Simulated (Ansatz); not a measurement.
**NaMnBr3, from a guessed structure to a relaxed one**

This structure for NaMnBr3 is made up. Its elements were placed in a known structure type with a cell scaled to their sizes. What cell does the guess relax to, and how far off was it?

Main program and level: Ansatz 0.2.0; DFT, PBEsol, plane-wave PAW, default files, scalar-relativistic, ferromagnetic start, cell and ions relaxed at zero pressure, in the first sound run; inputs show where later runs differ.

## Step 1: Starting point

Symmetry: Pm-3m, No. 221, cubic system. The conventional cell has a = 5.042 Å, b = 5.042 Å, c = 5.042 Å, α = 90.00°, β = 90.00°, γ = 90.00°. Br has 2 Mn at 2.52 Å and 4 Na at 3.57 Å nearest. Mn has 6 Br at 2.52 Å nearest. Nearest to Na lie 12 Br at 3.57 Å. Farther neighbours and most contacts between anions are not listed.

## Step 2: Relaxation of the guess

The guessed cell has no reason to be at equilibrium. It is relaxed with the atoms, within the space group of the guess.

Input file input.yaml:

```yaml
crystal:
  lattice:
    - [5.042, 0.0, 0.0]
    - [0.0, 5.042, 0.0]
    - [0.0, 0.0, 5.042]
  atoms:
    - { symbol: Br, position: [0.0, 0.5, 0.5] }
    - { symbol: Br, position: [0.5, 0.5, 0.0] }
    - { symbol: Br, position: [0.5, 0.0, 0.5] }
    - { symbol: Mn, position: [0.5, 0.5, 0.5], spin: 4.0 }
    - { symbol: Na, position: [0.0, 0.0, 0.0] }
magnetization:
  spin_polarized: true
kpoints:
  mp_grid: { grid: [5, 5, 5] }
scf:
  occupations: { method: fermi_dirac, width: 0.05 }
hamiltonian:
  xc: pbesol
  pseudopotentials: { kind: paw }
relax:
  f_tol: 0.015
  max_steps: 70
  cell: {}
output:
  forces: true
  stress: true
```

Started as:

```bash
$ ansatz run input.yaml --threads 4 --pin off --max-ram 8192MiB --backend cpu --events-out ev --progress --plain --runs-dir out
```

Numbers of over 12 decimals in the logs are rounded to 6 here.

Output:

```text
Engine: ansatz 0.2.0, aarch64-unknown-linux-gnu
Pseudopotentials: kind: paw
Pseudopotential: Br, paw, valence charge 7, recommended cutoff 420 eV (normal), Br.paw.azcp
Pseudopotential: Mn, paw, valence charge 15, recommended cutoff 420 eV (normal), Mn.paw.azcp
Pseudopotential: Na, paw, valence charge 9, recommended cutoff 420 eV (normal), Na.paw.azcp
Functional definition: PBEsol
  exchange = pbesol_x
  correlation = pbesol_c
Crystal: 5 atoms, lattice volume = 128.177 Å³
Basis set: ecut = 420 eV, 2517 PW (Γ), exchange–correlation on 72×72×72 points (8 copies of the dense FFT grid, shifted against one another)
Bands: 30, of which v1, the nominal top of the filled ones, is band 23 counted from 1 (22 counted from 0)
Symmetry: 48 space group operations
Space group: Pm-3m (ITA 221), of the structure as read, at distance tolerance 5.0e-5 Å
Magnetic group: BNS 221.92 (UNI 1594), of the structure as read, at distance tolerance 5.0e-5 Å
k-points: 10 of 125
Non-local potential: Br, projectors of the file, l = 0: 2, l = 1: 2, l = 2: 2
Non-local potential: Mn, projectors of the file, l = 0: 3, l = 1: 2, l = 2: 3, l = 3: 1
Non-local potential: Na, projectors of the file, l = 0: 3, l = 1: 2, l = 2: 1
PAW form: soft (Blöchl's): semilocal exchange-correlation on the pseudo side does not see the compensation charge
PAW frozen core: Br, regenerated for the run's functional, and the local potential with it (the file was generated under x = pbe(κ = 0.804, μ = 0.219515), c = pbe(β = 0.066725))
PAW frozen core: Mn, regenerated for the run's functional, and the local potential with it (the file was generated under x = pbe(κ = 0.804, μ = 0.219515), c = pbe(β = 0.066725))
PAW frozen core: Na, regenerated for the run's functional, and the local potential with it (the file was generated under x = pbe(κ = 0.804, μ = 0.219515), c = pbe(β = 0.066725))
PAW one-centre angular grid: Br, 110 points (default); XC on 64 Gauss nodes
PAW one-centre angular grid: Mn, 590 points (default); XC on 64 Gauss nodes
PAW one-centre angular grid: Na, 110 points (default); XC on 64 Gauss nodes
Initial density: superposition of atomic densities (chi_scale 0.1, normalization cell, long waves kept (reshape's long-wave potential 0.00 eV rms))
Starting moments: Σ|m| = 4 μB on 1 of 5 sites
Initial wavefunctions: pseudopotential atomic-orbital guess
Functional: x = pbesol(κ = 0.804, μ = 0.123457), c = pbesol(β = 0.046)
SCF iter   1: F=—  HF=-13559.837659 eV  |F-HF|=—  |Δ(HF+E_count)|=         —  Δρ=6.50e-2 (↑6.50e-2 ↓4.76e-2)  dr2=1.73e1  dr2_m=1.41e-1  M=4.212 μB ∫|m|=4.217 μB  β_m=0.30  ethr=3.10e-3  ⟨swp⟩=7.3  Hψ=2816  notcnv=0
Mixer restart at iter 1: flushing history
preconditioner: auto → Resta (q_TF=auto, 2.292 Å⁻¹)  ε∞=4.8  [insulator: Δε(μ)=0.330 eV  Ē_g=9.080 eV  σ=0.050 eV  W_gap=0.52  n_scr=26 (ndim 8)  ℏωp=17.7 eV  f_vac=0.000  D(μ)=4.32/eV (n_scr^D=26)  ε∞_Penn≈4.8]
spin=Collinear: Resta preconditioning applied to the charge; magnetization (m = ρ↑ − ρ↓) channel mixes plain (no charge-response kernel on spin).
SCF iter   2: F=—  HF=-13558.603420 eV  |F-HF|=—  |Δ(HF+E_count)|=    1.23e0  Δρ=2.13e-2 (↑2.13e-2 ↓1.35e-2)  dr2=2.06e0  dr2_m=5.32e-2  M=4.361 μB ∫|m|=4.363 μB  β_m=0.35  ethr=3.10e-3  ⟨swp⟩=3.3  Hψ=1444  notcnv=0  defer=20
SCF iter   3: F=—  HF=-13558.381697 eV  |F-HF|=—  |Δ(HF+E_count)|=   2.22e-1  Δρ=9.19e-3 (↑9.19e-3 ↓7.75e-3)  dr2=3.74e-1  dr2_m=2.63e-2  M=4.480 μB ∫|m|=4.481 μB  β_m=0.57  ethr=3.10e-3  ⟨swp⟩=2.5  Hψ=1011  notcnv=0  defer=18
SCF iter   4: F=—  HF=-13558.256031 eV  |F-HF|=—  |Δ(HF+E_count)|=   1.26e-1  Δρ=7.91e-3 (↑3.78e-3 ↓7.91e-3)  dr2=4.63e-2  dr2_m=3.30e-2  M=4.734 μB ∫|m|=4.735 μB  β_m=0.79  ethr=8.30e-4  ⟨swp⟩=2.9  Hψ=1221  notcnv=0  defer=17
SCF iter   5: F=—  HF=-13558.325850 eV  |F-HF|=—  |Δ(HF+E_count)|=         —  Δρ=7.01e-3 (↑4.79e-3 ↓7.01e-3)  dr2=2.03e-2  dr2_m=3.84e-2  M=4.958 μB ∫|m|=4.959 μB  β_m=0.79  ethr=1.03e-4  ⟨swp⟩=2.6  Hψ=1054  notcnv=0  defer=17
Mixer restart at iter 5: flushing history
SCF iter   6: F=—  HF=-13558.329109 eV  |F-HF|=—  |Δ(HF+E_count)|=   3.26e-3  Δρ=3.59e-3 (↑3.59e-3 ↓1.53e-3)  dr2=4.12e-3  dr2_m=7.00e-3  M=4.970 μB ∫|m|=4.971 μB  β_m=0.89  ethr=4.50e-5  ⟨swp⟩=2.1  Hψ=1153  notcnv=0  defer=17
SCF iter   7: F=—  HF=-13558.330334 eV  |F-HF|=—  |Δ(HF+E_count)|=   1.22e-3  Δρ=2.30e-3 (↑2.30e-3 ↓1.04e-3)  dr2=9.94e-3  dr2_m=5.32e-4  M=4.971 μB ∫|m|=4.972 μB  β_m=0.70  ethr=9.15e-6  ⟨swp⟩=2.1  Hψ=1245  notcnv=0  defer=17
SCF iter   8: F=—  HF=-13558.326058 eV  |F-HF|=—  |Δ(HF+E_count)|=   4.28e-3  Δρ=1.28e-4 (↑1.01e-4 ↓1.28e-4)  dr2=5.69e-5  dr2_m=1.58e-6  M=4.973 μB ∫|m|=4.973 μB  β_m=0.85  ethr=9.15e-6  ⟨swp⟩=2.0  Hψ=1181  notcnv=0  defer=17
SCF iter   9: F=—  HF=-13558.326110 eV  |F-HF|=—  |Δ(HF+E_count)|=   5.23e-5  Δρ=3.09e-5 (↑3.08e-5 ↓3.09e-5)  dr2=6.17e-6  dr2_m=4.97e-8  M=4.972 μB ∫|m|=4.973 μB  β_m=0.84  ethr=1.27e-7  ⟨swp⟩=2.0  Hψ=1022  notcnv=0  defer=17
SCF iter  10: F=—  HF=-13558.326111 eV  |F-HF|=—  |Δ(HF+E_count)|=   2.73e-7  Δρ=1.26e-5 (↑1.24e-5 ↓1.26e-5)  dr2=8.14e-7  dr2_m=1.14e-8  M=4.972 μB ∫|m|=4.973 μB  β_m=0.92  ethr=1.37e-8  ⟨swp⟩=2.1  Hψ=952  notcnv=0  defer=17
SCF iter  11: F=—  HF=-13558.326111 eV  |F-HF|=—  |Δ(HF+E_count)|=   2.72e-7  Δρ=3.37e-6 (↑3.37e-6 ↓2.12e-6)  dr2=4.43e-8  dr2_m=2.39e-9  M=4.972 μB ∫|m|=4.973 μB  β_m=0.96  ethr=1.81e-9  ⟨swp⟩=2.6  Hψ=993  notcnv=0  defer=17
SCF iter  12: F=-13558.326111 eV  HF=-13558.326111 eV  |F-HF|=4.44e-10  |Δ(HF+E_count)|=   2.02e-8  Δρ=7.91e-7 (↑6.78e-7 ↓7.91e-7)  dr2=2.83e-9  dr2_m=3.65e-11  M=4.972 μB ∫|m|=4.973 μB  ethr=9.84e-11  ⟨swp⟩=2.0  Hψ=1973  notcnv=0
SCF 1 converged in 12 iterations: F = -13558.326111 eV  dr2 = 2.83e-9
  greatest PAW one-centre occupation: 1.004 electrons in one spin orbital (limit 2), on the Mn atom at site 3 (counted from 0), in its partial waves of l = 1
relax step   1: F+E_penalty+E_count = -13558.32611092 eV  Δ(F+E_penalty+E_count) = +0.000e0 eV  max|allowed force component| = 1.891e-29 eV/Å  Δτ_max = 0.0000 Å  P = +4.173 GPa  Ω = 128.177 Å³  (12 SCF iters, dr2 threshold 1.00e-7 eV, accepted)
Crystal: 5 atoms, lattice volume = 138.524 Å³
Basis set: ecut = 420 eV, 2721 PW (Γ), exchange–correlation on 72×72×72 points (8 copies of the dense FFT grid, shifted against one another)
Initial density: handed on by an earlier stage of this run
Starting moments: Σ|m| = 4 μB on 1 of 5 sites; this step starts from the density that it was given
Initial wavefunctions: those handed on with the density
iter 1 solved again at ethr=1.90e-4 eV; its pass at ethr=3.10e-3 eV (dr2=8.56e-2 eV) is discarded
[...]
SCF iter   3: F=—  HF=-13558.495107 eV  |F-HF|=—  |Δ(HF+E_count)|=   1.57e-4  Δρ=2.43e-4 (↑2.43e-4 ↓2.18e-4)  dr2=3.48e-4  dr2_m=3.42e-5  M=5.000 μB ∫|m|=5.001 μB  β_m=0.72  ethr=1.43e-6  ⟨swp⟩=2.0  Hψ=946  notcnv=0
SCF iter   4: F=—  HF=-13558.495119 eV  |F-HF|=—  |Δ(HF+E_count)|=   1.27e-5  Δρ=1.16e-4 (↑1.16e-4 ↓3.43e-5)  dr2=1.73e-5  dr2_m=4.01e-6  M=5.000 μB ∫|m|=5.001 μB  β_m=0.75  ethr=7.74e-7  ⟨swp⟩=2.0  Hψ=839  notcnv=0
SCF iter   5: F=—  HF=-13558.495129 eV  |F-HF|=—  |Δ(HF+E_count)|=   9.44e-6  Δρ=2.08e-5 (↑1.40e-5 ↓2.08e-5)  dr2=1.67e-6  dr2_m=3.27e-8  M=5.000 μB ∫|m|=5.001 μB  β_m=0.82  ethr=3.85e-8  ⟨swp⟩=2.0  Hψ=1026  notcnv=0
SCF iter   6: F=—  HF=-13558.495132 eV  |F-HF|=—  |Δ(HF+E_count)|=   3.37e-6  Δρ=9.18e-6 (↑6.85e-6 ↓9.18e-6)  dr2=2.10e-7  dr2_m=5.42e-8  M=5.000 μB ∫|m|=5.001 μB  β_m=0.91  ethr=3.71e-9  ⟨swp⟩=2.0  Hψ=1035  notcnv=0
SCF iter   7: F=-13558.495133 eV  HF=-13558.495133 eV  |F-HF|=9.35e-10  |Δ(HF+E_count)|=   4.26e-7  Δρ=1.77e-6 (↑1.16e-6 ↓1.77e-6)  dr2=1.11e-8  dr2_m=2.39e-10  M=5.000 μB ∫|m|=5.001 μB  ethr=4.67e-10  ⟨swp⟩=2.8  Hψ=2255  notcnv=0
SCF 3 converged in 7 iterations: F = -13558.495133 eV  dr2 = 1.11e-8
relax step   3: F+E_penalty+E_count = -13558.49513270 eV  Δ(F+E_penalty+E_count) = -1.048e-2 eV  max|allowed force component| = 2.372e-29 eV/Å  Δτ_max = 0.0000 Å  P = +0.124 GPa  Ω = 141.855 Å³  energy of the carried Pulay correction = -1.734e-3 eV  (7 SCF iters, dr2 threshold 5.00e-7 eV, accepted)
[...]
relax step   4: F+E_penalty+E_count = -13558.49527897 eV  Δ(F+E_penalty+E_count) = -1.463e-4 eV  max|allowed force component| = 6.703e-29 eV/Å  Δτ_max = 0.0000 Å  P = +0.006 GPa  Ω = 142.373 Å³  energy of the carried Pulay correction = -1.796e-3 eV  (6 SCF iters, dr2 threshold 3.83e-8 eV, accepted)
Initial wavefunctions: pseudopotential atomic-orbital guess (no wavefunctions were taken with the density)
iter 1 solved again at ethr=6.22e-7 eV; its pass at ethr=3.10e-3 eV (dr2=2.80e-4 eV) is discarded
SCF iter   1: F=—  HF=-13558.493824 eV  |F-HF|=—  |Δ(HF+E_count)|=         —  Δρ=1.58e-4 (↑1.48e-4 ↓1.58e-4)  dr2=7.86e-6  dr2_m=1.02e-6  M=5.000 μB ∫|m|=5.001 μB  β_m=0.65  ethr=6.22e-7  ⟨swp⟩=3.8  Hψ=4523  notcnv=0
preconditioner: auto → Resta (q_TF=auto, 2.252 Å⁻¹)  ε∞=4.1  [insulator: Δε(μ)=0.824 eV  Ē_g=9.453 eV  σ=0.050 eV  W_gap=1.00  n_scr=26 (ndim 8)  ℏωp=16.8 eV  f_vac=0.117  D(μ)=0.00/eV (n_scr^D=0)  ε∞_Penn≈4.1]
spin=Collinear: Resta preconditioning applied to the charge; magnetization (m = ρ↑ − ρ↓) channel mixes plain (no charge-response kernel on spin).
SCF iter   2: F=—  HF=-13558.496568 eV  |F-HF|=—  |Δ(HF+E_count)|=   2.74e-3  Δρ=5.60e-5 (↑5.43e-5 ↓5.60e-5)  dr2=1.09e-6  dr2_m=2.18e-7  M=5.000 μB ∫|m|=5.001 μB  β_m=0.55  ethr=1.75e-8  ⟨swp⟩=2.0  Hψ=1038  notcnv=0
SCF iter   3: F=—  HF=-13558.496865 eV  |F-HF|=—  |Δ(HF+E_count)|=   2.97e-4  Δρ=2.69e-5 (↑2.50e-5 ↓2.69e-5)  dr2=3.47e-7  dr2_m=3.28e-8  M=5.000 μB ∫|m|=5.001 μB  β_m=0.73  ethr=2.41e-9  ⟨swp⟩=2.0  Hψ=1035  notcnv=0
SCF iter   4: F=—  HF=-13558.496946 eV  |F-HF|=—  |Δ(HF+E_count)|=   8.09e-5  Δρ=7.25e-6 (↑7.25e-6 ↓4.84e-6)  dr2=1.05e-7  dr2_m=1.00e-8  M=5.000 μB ∫|m|=5.001 μB  β_m=0.72  ethr=7.71e-10  ⟨swp⟩=2.0  Hψ=1040  notcnv=0
SCF iter   5: F=—  HF=-13558.496948 eV  |F-HF|=—  |Δ(HF+E_count)|=   2.30e-6  Δρ=1.35e-6 (↑1.26e-6 ↓1.35e-6)  dr2=2.66e-8  dr2_m=7.15e-11  M=5.000 μB ∫|m|=5.001 μB  β_m=0.86  ethr=2.34e-10  ⟨swp⟩=2.0  Hψ=986  notcnv=0
SCF iter   6: F=—  HF=-13558.496948 eV  |F-HF|=—  |Δ(HF+E_count)|=   5.79e-8  Δρ=5.19e-7 (↑5.19e-7 ↓4.09e-7)  dr2=1.59e-9  dr2_m=1.06e-11  M=5.000 μB ∫|m|=5.001 μB  β_m=0.93  ethr=5.91e-11  ⟨swp⟩=2.1  Hψ=873  notcnv=0
SCF iter   7: F=—  HF=-13558.496825 eV  |F-HF|=—  |Δ(HF+E_count)|=   1.23e-4  Δρ=1.17e-6 (↑1.17e-6 ↓1.16e-6)  dr2=8.51e-9  dr2_m=4.19e-11  M=5.000 μB ∫|m|=5.001 μB  β_m=0.93  ethr=3.54e-12  ⟨swp⟩=3.1  Hψ=1393  notcnv=0
SCF iter   8: F=—  HF=-13558.496825 eV  |F-HF|=—  |Δ(HF+E_count)|=   1.94e-8  Δρ=8.42e-7 (↑8.42e-7 ↓8.41e-7)  dr2=4.69e-9  dr2_m=3.05e-11  M=5.000 μB ∫|m|=5.001 μB  β_m=0.97  ethr=3.54e-12  ⟨swp⟩=2.0  Hψ=942  notcnv=0
SCF iter   9: F=—  HF=-13558.496825 eV  |F-HF|=—  |Δ(HF+E_count)|=   2.14e-8  Δρ=2.69e-7 (↑2.69e-7 ↓2.59e-7)  dr2=4.07e-10  dr2_m=1.12e-12  M=5.000 μB ∫|m|=5.001 μB  β_m=0.98  ethr=3.54e-12  ⟨swp⟩=2.0  Hψ=1030  notcnv=0
SCF iter  10: F=-13558.496825 eV  HF=-13558.496825 eV  |F-HF|=2.73e-11  |Δ(HF+E_count)|=   2.52e-9  Δρ=3.57e-8 (↑3.57e-8 ↓2.97e-8)  dr2=6.59e-12  dr2_m=1.22e-13  M=5.000 μB ∫|m|=5.001 μB  ethr=1.00e-12  ⟨swp⟩=2.0  Hψ=2058  notcnv=0
SCF 5 converged in 10 iterations: F = -13558.496825 eV  dr2 = 6.59e-12
relax step   5: F+E_penalty+E_count = -13558.49682536 eV  Δ(F+E_penalty+E_count) = -1.546e-3 eV  max|allowed force component| = 6.616e-29 eV/Å  Δτ_max = 0.0000 Å  P = +0.004 GPa  Ω = 142.373 Å³  stress off target by 3.94e-3 GPa  SCF on the basis re-selected at this cell (its energy is not comparable with the rows above)  (10 SCF iters)
basis re-selected at this cell: Δ(F+E_penalty+E_count) = -1.546e-3 eV, ΔP = -0.002 GPa vs the last step (what re-selecting the basis moved, of the pressure what is left beyond the Pulay correction that the steps carried, after the strain that the cell walked since its last selection, with what the two solves' SCF thresholds leave and, on support functions, any second-order correction that the steps lacked; it is no m [...]
SCF converged after 10 iterations
Magnetization: 4.9999 μB (25.0000 up, 20.0000 down)
Absolute magnetization: 4.9999 μB (∫|ρ↑−ρ↓|, with the PAW one-centre terms)
Spin contamination: 0.0086 ħ² per cell (⟨S²⟩ above its minimum at these occupations)
Per-site moments (μB) at R_I (Å): [(0.075509, 1.076970), (0.075509, 1.076970), (0.075509, 1.076970), (4.353337, 1.076970), (0.00338638, 1.523065)]
Free energy (F): -13558.496825 eV
Harris-Foulkes:  -13558.496825 eV  (|F-HF|=2.73e-11)
Internal energy: -13558.496781 eV  (E = F + TS)
E sigma→0 (E₀):  -13558.496803 eV
Entropy (-TS):   -0.000044 eV (-0.009 meV/atom)
Fermi energy:    4.775832 eV
--- Per-component energies (eV) ---
  E_band       = -667.313514
  E_kinetic    = 820.904056
  E_local      = -5205.917787  (includes V_loc(G=0)·N_el)
  E_nonlocal   = 582.570970
  E_hartree    = 2010.446117
  E_xc         = -933.058335
  E_vxc        = -502.473677  (∫ρ·V_xc dr)
  E_paw        = -8140.098809  (= ΣΔE_a)
  E_vpaw       = -383.289379  (= ΣTr[D̂ρ^β])
  E_aug_tail   = 0.000006  (compensation charges beyond the density's cutoff)
  E_ewald      = -2693.844152
  E_core_change = 0.501155  (= ΣΔE_core)
  E_smearing   = -0.000044  (= −TS)
  E_closure    = -0.000000  (closes the sum)
  Σ components = -13558.496825   (vs F -13558.496825, Δ=0.00e0)
--- Forces (eV/Å), atoms counted from 1 ---
  atom   1  Br     0.00000000    -0.00000000     0.00000000
  atom   2  Br     0.00000000    -0.00000000    -0.00000000
  atom   3  Br    -0.00000000     0.00000000     0.00000000
  atom   4  Mn    -0.00000000    -0.00000000    -0.00000000
  atom   5  Na    -0.00000000     0.00000000     0.00000000
  max |Σ_I F_I| component: 8.99e-29 eV/Å
--- Stress (GPa, compression-positive) ---
        0.003944       0.000000      -0.000000
        0.000000       0.003944       0.000000
       -0.000000       0.000000       0.003944
  P = ⅓ Tr σ = 0.0039 GPa (0.039 kbar)
--- Relaxed structure (4 steps of the walk, 4 accepted, 1 SCFs on fresh bases) ---
  F+E_penalty+E_count = -13558.49682536 eV   max|allowed force component| = 6.616e-29 eV/Å   (the final SCF, on the basis selected at the relaxed cell)
  cell:  # Å, volume = 142.3733 Å³
    - [5.221671, 0, 0]
    - [0, 5.221671, 0.0]
    - [0, 0.0, 5.221671]
  atoms:
    - { symbol: Br, position: [0, 0.500000, 0.500000] }
    - { symbol: Br, position: [0.500000, 0.500000, 0] }
    - { symbol: Br, position: [0.500000, 0, 0.500000] }
    - { symbol: Mn, position: [0.500000, 0.500000, 0.500000] }
    - { symbol: Na, position: [0, 0, 0] }
```

Wall time 7.7 s (4 threads of Arm Neoverse V2, shared host); peak memory 0.48 GiB; 27 s of CPU time.

Step by step:

```tsv
step	energy less that of the first step (eV)	largest force component (eV/Å)	pressure (GPa)	volume (Å³)
1	0.0000	0.0000	4.17	128.18
2	-0.1585	0.0000	0.94	138.52
3	-0.1690	0.0000	0.12	141.85
4	-0.1692	0.0000	0.01	142.37
5*	-0.1707	0.0000	0.00	142.37
```

Relaxation steps marked * repeat the geometry before them on a plane-wave basis chosen anew for their cell, so energy and pressure can jump there.

The run keeps the 48 symmetry operations that it works with, so distortions that break them were not tested.

```tsv
conventional cell, symmetrised	before	after	change
a (Å)	5.042	5.222	+3.6 %
b (Å)	5.042	5.222	+3.6 %
c (Å)	5.042	5.222	+3.6 %
volume (Å³/atom)	25.64	28.47	+11.1 %
```

The relaxed structure:

```xyz
5
Lattice="5.2217 0.0000 0.0000 0.0000 5.2217 0.0000 0.0000 0.0000 5.2217" Properties=species:S:1:pos:R:3 pbc="T T T"
Br    0.0000    2.6108    2.6108
Br    2.6108    2.6108    0.0000
Br    2.6108    0.0000    2.6108
Mn    2.6108    2.6108    2.6108
Na    0.0000    0.0000    0.0000
```

This step gave:

```
free energy            : -13558.4968 eV
Fermi energy           : 4.776 eV
gap by band count      : 0.8238 eV
magnetization          : 5.000 μB
absolute magnetization : 5.000 μB
site moments           : 0.07551, 0.07551, 0.07551, 4.353, 0.003386 μB
electrons              : 45
symmetry operations    : 48
pressure               : 0.003944 GPa
```

Site moment by atom:

```tsv
atom	site moment (μB)
Br1	0.08
Br2	0.08
Br3	0.08
Mn4	4.35
Na5	0.00
```

The shortest distance of each pair, which need not be the same contact before and after:

```tsv
pair	guess (Å)	relaxed (Å)
Br–Mn	2.521	2.611
Br–Br	3.565	3.692
Br–Na	3.565	3.692
Mn–Na	4.367	4.522
Mn–Mn	5.042	5.222
```

The relaxation ends with a pressure of 0.00 GPa.

(Part 1 of 2 ends here.)

[Logs are printed without paths, hosts, clocks, repeated set-up lines and the standing remarks that a program may print on its own settings, such as how far it seeks lower states.]

[Hosts, paths, dates, database ids (printed as entryN), source tags and the programs' standing remarks are cut or masked in the printed files.]
